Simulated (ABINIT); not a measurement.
An input for ABINIT 10.8.3 (Te2Mo (P6_3/mmc)):

```
acell 3*1.0 Angstrom
rprim 
  3.518200000003 -0.000000000001 0.000000000000
  -1.759100000001 3.046850575598 0.000000000000
  0.000000000000 0.000000000000 13.973600000000
ntypat 2
znucl 52 42
natom 6
typat 1 1 1 1 2 2
xred 
  0.333333333333 0.666666666667 0.621000000000
  0.666666666667 0.333333333333 0.121000000000
  0.333333333333 0.666666666667 0.879000000000
  0.666666666667 0.333333333333 0.379000000000
  0.333333333333 0.666666666667 0.250000000000
  0.666666666667 0.333333333333 0.750000000000
pp_dirpath "pseudos"
pseudos "Te.upf, Mo.upf"
ecut 39
ngkpt 3 3 1
nshiftk 1
shiftk 0 0 0
kptopt 1
chksymbreak 0
iscf -2
irdden 1
istwfk *1
nband 168
nbdbuf 14
tolwfr 1e-09
nstep 60
prtvol 0
indata_prefix "in"
outdata_prefix "out"
tmpdata_prefix "tmp"
```

```sh
OMP_NUM_THREADS=1 mpirun -n 3 abinit run.abi > log
```

**Question.** How long will it take on 3 MPI ranks of Arm Neoverse V1, shared host, and how much memory?

It took 1.9 min; on shared hardware allow 58 s to 3.9 min. Peak host memory was 0.43 GiB.

[Paths, hosts, dates, memory and timing lines, banners, echoed tables and standing remarks are left out of the program output.]

[Logs are printed without paths, hosts, clocks, repeated set-up lines and the standing remarks that a program may print on its own settings, such as how far it seeks lower states.]

[Runs of the session that timed out or met a known fault of the program may be left out.]

[Hosts, paths, dates, database ids (printed as entryN), source tags and the programs' standing remarks are cut or masked in the printed files.]

[G0W0 gaps are taken among the corrected bands and points alone; a level outside them can change the order at an edge.]

[Where Ansatz stands beside ABINIT at settings called matched, ABINIT's density can come from a denser mesh and the files from another edition; pairs whose starting gaps differed by over 0.03 eV were left out, so agreement reads better than it is.]
